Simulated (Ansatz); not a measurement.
# How fast states decay through KMgIF2, part 3 of 3

Wanted: the relaxed cell of KMgIF2, its band edges and its decay constants. It is built by putting I for part of the F in the KMgF3 structure of space group Pm-3m, with the volume rescaled by atomic radii. The parent structure comes from the Materials Project.

Ansatz 0.2.0; r2SCAN DFT, plane waves, PAW files (the session's first sound run).

So far, gap on the k-mesh (eV): step 3 (the bulk crystal and its band edges, r2SCAN) 4.75; step 5 (PBE, cutoff 420 eV) 4.03.

The structure was built from a prototype and need not be the compound's stable phase.

## Step 6: Complex bands at another level, cutoff 420 eV

This step: PBE DFT, plane waves, PAW files; complex bands by layer matching along the plane's normal (Ansatz 0.2.0).

The complex bands at that level, over its own gap, at (0, 0) and (0.5, 0).

input.yaml

```yaml
crystal:
  lattice:
    - [4.338061727, 0.0, 0.0]
    - [0.0, 5.745988657, 0.0]
    - [0.0, 0.0, 4.338061727]
  atoms:
    - { symbol: K, position: [0.5, 0.5, 0.5] }
    - { symbol: Mg, position: [0.0, 0.0, 0.0] }
    - { symbol: F, position: [0.0, 0.0, 0.5] }
    - { symbol: F, position: [0.5, 0.0, 0.0] }
    - { symbol: I, position: [0.0, 0.5, 0.0] }
kpoints:
  mp_grid: { grid: [6, 4, 6] }
scf:
  occupations: { method: fixed }
hamiltonian:
  xc: pbe
output:
  eigenvalues: true
  transmission:
    leads: [[0, 0]]
    kpoints: [[0.0, 0.0], [0.5, 0.0]]
    e_range: [-1.0, 5.03]
    de: 0.1
```

On the command line:

```bash
$ ansatz run input.yaml --threads 2 --pin off --max-ram 4096MiB --backend cpu --events-out ev --progress --plain --runs-dir out
```

Numbers of over 12 decimals in the logs are rounded to 6 here.

Output:

```text
[...]
Crystal: 5 atoms, lattice volume = 108.132 Å³
Basis set: ecut = 420 eV, 2099 PW (Γ)
Bands: 30, of which v1, the nominal top of the filled ones, is band 25 counted from 1 (24 counted from 0)
Symmetry: 16 space group operations
[...]
k-points: 30 of 144
[...]
SCF iter   1: F=—  HF=-12597.128799 eV  |F-HF|=—  |Δ(HF+E_count)|=         —  Δρ=1.12e-3  dr2=2.10e-3  ethr=1.77e-3  ⟨swp⟩=5.5  Hψ=3569  notcnv=0  defer=79
[...]
SCF iter   7: F=-12597.127756 eV  HF=-12597.127756 eV  |F-HF|=3.37e-9  |Δ(HF+E_count)|=   5.78e-8  Δρ=2.42e-6  dr2=8.73e-9  ethr=2.00e-10  ⟨swp⟩=11.8  Hψ=4106  notcnv=0
SCF 1 converged in 7 iterations: F = -12597.127756 eV  dr2 = 8.73e-9
[...]
transmission: 7 of 14 steps passed
transmission: 14 of 14 steps passed
SCF converged after 7 iterations
Free energy (F): -12597.127756 eV
[...]
Internal energy: -12597.127756 eV  (E = F + TS)
E sigma→0 (E₀):  -12597.127756 eV
Fermi energy:    3.493539 eV
[...]
--- Band table (eV; the first three rows and the last of 30) ---
  k-point 0: bands = [... 21 lower, 2.2945, 3.0623, 3.4935, 3.4935, 7.5238, 8.7246, 10.0045, 11.4038, ... 1 higher]
  k-point 1: bands = [... 21 lower, 2.2409, 2.9720, 2.9932, 3.3476, 7.8613, 9.2530, 10.6563, 11.4315, ... 1 higher]
  k-point 2: bands = [... 21 lower, 2.1234, 2.2563, 2.8678, 3.0814, 8.6421, 10.3664, 11.3512, 11.3745, ... 1 higher]
  k-point 29: bands = [... 21 lower, 2.6286, 2.6779, 3.0629, 3.0629, 9.3930, 9.3930, 10.7804, 10.9221, ... 1 higher]
--- Transmission ---
  basis      : 221 plane waves across, 7 finite elements along
  points     : 2, as listed
[...]
crystal 0  : Mg1F2I1K1, at the sites [0, 0], period 4.3381 Å: whole cells are its period
[...]
channels       : 0.000000e0 a spin
[...]
slowest decay  : 0.2997 /Å at (0.0000, 0.0000)
```

Wall time 48 s (2 threads of Arm Neoverse V2, shared host); peak memory 0.64 GiB; 69 s of CPU time.

This step gave:

- free energy: -12597.1278 eV
- level to which the leads are filled: 2.015 eV from the Fermi level
- decay constant at the filling level, zone centre: 0.2997 Å⁻¹
- decay constant at the filling level, slowest listed point: 0.2997 Å⁻¹

K parallel (0, 0); values up to 1.5 1/Å, a degenerate pair printed once or twice; energies at which all values exceed this have no row. Im kz of the slowest decaying states against energy, zero at the highest filled level on the SCF mesh:

```csv
energy (eV),decay 1 (Å⁻¹),decay 2 (Å⁻¹),decay 3 (Å⁻¹),decay 4 (Å⁻¹)
-1.000,0.289,0.414,0.420,0.759
-0.500,0.454,0.684,0.871,0.970
0.000,0.00255,0.00386,0.467,0.515
0.500,0.195,0.359,0.540,0.611
1.000,0.253,0.451,0.543,0.702
1.500,0.284,0.501,0.531,0.766
2.000,0.300,0.504,0.529,0.726
2.500,0.303,0.463,0.544,0.681
3.000,0.293,0.406,0.549,0.632
3.500,0.254,0.335,0.545,0.578
4.000,0.0682,0.281,0.518,0.535
4.500,0.230,0.451,0.518,0.920
5.000,0.141,0.377,0.495,0.898
```

K parallel (0.5, 0); values up to 1.5 1/Å, a degenerate pair printed once or twice; energies at which all values exceed this have no row. Table of Im kz of the slowest decaying states by energy, zero at the highest filled level on the SCF mesh:

```
energy (eV)  decay 1 (Å⁻¹)  decay 2 (Å⁻¹)  decay 3 (Å⁻¹)  decay 4 (Å⁻¹)
      -1.00          0.169          0.860           1.24           1.27
      -0.80          0.130          0.919           1.25           1.29
      -0.50          0.123          0.291          0.313          0.413
      -0.30          0.293          0.350          0.417          0.538
       0.00          0.395          0.396          0.552          0.673
       0.20          0.419          0.436          0.627          0.746
       0.40          0.439          0.465          0.696          0.811
       0.70          0.463          0.494          0.799          0.899
       0.90          0.475          0.508          0.878          0.954
       1.20          0.490          0.522          0.981           1.03
       1.40          0.498          0.528          0.959           1.08
       1.60          0.504          0.532          0.938           1.08
       1.90          0.511          0.535          0.907           1.08
       2.10          0.514          0.535          0.887           1.08
       2.40          0.517          0.533          0.858           1.07
       2.60          0.517          0.530          0.838           1.06
       2.80          0.516          0.525          0.817           1.06
       3.10          0.513          0.516          0.786           1.05
       3.30          0.509          0.510          0.764           1.03
       3.60          0.496          0.504          0.730          0.931
       3.80          0.485          0.498          0.706          0.870
       4.00          0.472          0.492          0.681          0.823
       4.30          0.449          0.480          0.642          0.763
       4.50          0.430          0.471          0.615          0.727
       4.80          0.393          0.456          0.574          0.673
       5.00          0.360          0.444          0.547          0.638
```

At the listed wavevectors the last open channel is at -0.10 eV and the next at +4.10 eV on the grid. At +2.00 eV, the grid energy nearest the filling level (the middle of the gap on the SCF mesh), the slowest state at the listed wavevectors decays with κ = 0.300 Å⁻¹, its amplitude falling by e over 3.3 Å; the first such run, plane (100), gave 0.321 Å⁻¹.

## Step 7: A repeat with changed settings: basis.xc_grid = 2

This step: r2SCAN DFT, plane waves, PAW files; complex bands by layer matching along the plane's normal; changed: basis.xc_grid = 2 (Ansatz 0.2.0).

This run repeats an earlier one, its twin (the complex run, plane (100)), with one setting changed (basis.xc_grid; files written aside). It is meant to test whether the numerical route changes the result or only the time. Where the input is shown as a difference, that is against the step before, not the twin.

Edit input.yaml of step 6 so:

```diff
@@ -16,3 +16,3 @@
 hamiltonian:
-  xc: pbe
+  xc: r2scan
 output:
@@ -22,3 +22,5 @@
     kpoints: [[0.0, 0.0], [0.5, 0.0]]
-    e_range: [-1.0, 5.03]
-    de: 0.1
+    e_range: [-1.0, 5.75]
+    de: 0.11
+basis:
+  xc_grid: 2
```

Output:

```text
[...]
Crystal: 5 atoms, lattice volume = 108.132 Å³
Basis set: ecut = 500 eV, 2757 PW (Γ), exchange–correlation on 64×90×64 points (8 copies of the dense FFT grid, shifted against one another)
Bands: 30, of which v1, the nominal top of the filled ones, is band 25 counted from 1 (24 counted from 0)
Symmetry: 16 space group operations
[...]
k-points: 30 of 144
[...]
SCF iter   1: F=—  HF=-12623.071499 eV  |F-HF|=—  |Δ(HF+E_count)|=         —  Δρ=7.53e-3  dr2=5.46e-2  dr2_τ=5.32e-2  ethr=1.77e-3  ⟨swp⟩=5.5  Hψ=3432  notcnv=0  defer=72
[...]
SCF iter   7: F=-12623.140060 eV  HF=-12623.140060 eV  |F-HF|=8.73e-11  |Δ(HF+E_count)|=   1.59e-7  Δρ=2.93e-6  dr2=1.40e-8  dr2_τ=4.92e-10  ethr=2.00e-10  ⟨swp⟩=10.5  Hψ=4316  notcnv=0
SCF 1 converged in 7 iterations: F = -12623.140060 eV  dr2 = 1.40e-8
[...]
transmission: 7 of 14 steps passed
transmission: 14 of 14 steps passed
SCF converged after 7 iterations
Free energy (F): -12623.140060 eV
[...]
Internal energy: -12623.140060 eV  (E = F + TS)
E sigma→0 (E₀):  -12623.140060 eV
Fermi energy:    3.139897 eV
[...]
--- Band table (eV; the first three rows and the last of 30) ---
  k-point 0: bands = [... 21 lower, 1.7596, 2.6214, 3.1399, 3.1399, 7.8912, 8.8775, 10.3847, 11.7264, ... 1 higher]
  k-point 1: bands = [... 21 lower, 1.7059, 2.5519, 2.6253, 2.9951, 8.2220, 9.4299, 11.0082, 11.6473, ... 1 higher]
  k-point 2: bands = [... 21 lower, 1.5881, 1.8498, 2.4226, 2.7289, 9.0136, 10.6016, 11.5473, 11.6295, ... 1 higher]
  k-point 29: bands = [... 21 lower, 2.1416, 2.2164, 2.6655, 2.6655, 9.5806, 9.5806, 11.1193, 11.2797, ... 1 higher]
--- Transmission ---
  basis      : 259 plane waves across, 7 finite elements along
  points     : 2, as listed
[...]
crystal 0  : Mg1F2I1K1, at the sites [0, 0], period 4.3381 Å: whole cells are its period
[...]
channels       : 0.000000e0 a spin
[...]
slowest decay  : 0.3210 /Å at (0.0000, 0.0000)
```

Elapsed: 66 s, on 2 threads; peak memory 0.78 GiB.

Numbers from this step:

```yaml
free_energy: -12623.1401 eV
fermi_energy: 3.140 eV
gap_on_the_k_mesh: 4.751 eV
level_to_which_the_leads_are_filled: 2.376 eV from the Fermi level
decay_constant_at_the_filling_level_zone_centre: 0.3210 Å⁻¹
decay_constant_at_the_filling_level_slowest_listed_point: 0.321 Å⁻¹
```

K parallel (0, 0); values up to 1.5 1/Å, a degenerate pair printed once or twice; energies at which all values exceed this have no row. The Im kz of the slowest decaying states by energy, zero at the highest filled level on the SCF mesh:

| energy (eV) | decay 1 (Å⁻¹) | decay 2 (Å⁻¹) | decay 3 (Å⁻¹) | decay 4 (Å⁻¹) |
| --- | --- | --- | --- | --- |
| -1.00 | 0.387 | 0.417 | 0.468 | 0.542 |
| -0.67 | 0.238 | 0.476 | 0.689 | 0.901 |
| -0.34 | 0.332 | 0.527 | 0.788 | 0.899 |
| -0.01 | 0.500 | 0.558 | 0.863 | 0.890 |
| 0.32 | 0.164 | 0.304 | 0.577 | 0.596 |
| 0.65 | 0.221 | 0.398 | 0.587 | 0.665 |
| 0.98 | 0.258 | 0.454 | 0.591 | 0.719 |
| 1.31 | 0.283 | 0.492 | 0.588 | 0.765 |
| 1.64 | 0.301 | 0.519 | 0.581 | 0.794 |
| 1.97 | 0.313 | 0.538 | 0.568 | 0.770 |
| 2.30 | 0.320 | 0.551 | 0.551 | 0.744 |
| 2.74 | 0.322 | 0.520 | 0.562 | 0.707 |
| 3.07 | 0.320 | 0.490 | 0.565 | 0.678 |
| 3.40 | 0.313 | 0.453 | 0.566 | 0.647 |
| 3.73 | 0.301 | 0.409 | 0.563 | 0.615 |
| 4.06 | 0.278 | 0.356 | 0.558 | 0.580 |
| 4.39 | 0.226 | 0.305 | 0.543 | 0.551 |
| 4.72 | 0.0705 | 0.267 | 0.504 | 0.541 |
| 5.05 | 0.227 | 0.462 | 0.528 | 0.928 |
| 5.38 | 0.171 | 0.418 | 0.513 | 0.914 |
| 5.71 | 0.0497 | 0.372 | 0.495 | 0.898 |

K parallel (0.5, 0); values up to 1.5 1/Å, a degenerate pair printed once or twice; energies at which all values exceed this have no row. Im kz of the slowest decaying states against energy, zero at the highest filled level on the SCF mesh:

```
energy (eV)  decay 1 (Å⁻¹)  decay 2 (Å⁻¹)  decay 3 (Å⁻¹)  decay 4 (Å⁻¹)
      -1.00          0.160          0.915           1.26           1.31
      -0.78          0.211          0.343          0.979           1.27
      -0.45          0.187          0.319          0.391          0.558
      -0.23          0.323          0.364          0.501          0.657
      -0.01          0.393          0.398          0.590          0.739
       0.10          0.413          0.418          0.630          0.777
       0.32          0.438          0.455          0.705          0.846
       0.65          0.467          0.493          0.816          0.940
       0.87          0.482          0.510          0.900          0.999
       1.20          0.501          0.528           1.02           1.08
       1.42          0.510          0.536           1.00           1.11
       1.64          0.518          0.541          0.981           1.11
       1.97          0.527          0.546          0.952           1.11
       2.19          0.531          0.547          0.933           1.10
       2.52          0.535          0.546          0.904           1.10
       2.74          0.536          0.543          0.885           1.09
       3.07          0.535          0.538          0.855           1.08
       3.29          0.533          0.534          0.835           1.07
       3.51          0.526          0.531          0.814           1.02
       3.84          0.515          0.525          0.780          0.905
       4.06          0.506          0.520          0.756          0.858
       4.39          0.490          0.510          0.718          0.797
       4.61          0.477          0.503          0.692          0.761
       4.94          0.454          0.489          0.649          0.708
       5.16          0.436          0.479          0.618          0.674
       5.49          0.400          0.461          0.571          0.621
       5.71          0.368          0.448          0.538          0.585
```

The least decay constant is 0.321 Å⁻¹ against 0.321 Å⁻¹ in the twin: no change within 1 %.

## Step 8: Outcome

| Quantity | Value |
| --- | --- |
| band gap | 4.75 eV |
| least decay constant at mid-gap, normal to (100) | 0.321 Å⁻¹ |
| least decay constant, PBE | 0.300 Å⁻¹ |

**Reading.** With r2SCAN, the slowest decay at the wavevectors tried is κ = 0.321 Å⁻¹, normal to (100). Through such a film the transmission near mid-gap falls as exp(−2κd), a factor of ten every 3.6 Å. A free electron under a barrier of half the gap would need a mass of 0.17 mₑ to decay at this rate. With PBE the gap goes from 4.75 to 4.03 eV and the decay constant, over the first 2 listed wavevectors, from 0.321 to 0.300 Å⁻¹. The compound is made up by substitution; its stability against other phases and against distortions of the cell's symmetry was not tested. r2SCAN still narrows gaps, if less than LDA and GGA do, while spin-orbit coupling, left out here, narrows them in compounds of heavy elements, so the error in κ can go either way.

[Logs are printed without paths, hosts, clocks, repeated set-up lines and the standing remarks that a program may print on its own settings, such as how far it seeks lower states.]

[Hosts, paths, dates, database ids (printed as entryN), source tags and the programs' standing remarks are cut or masked in the printed files.]
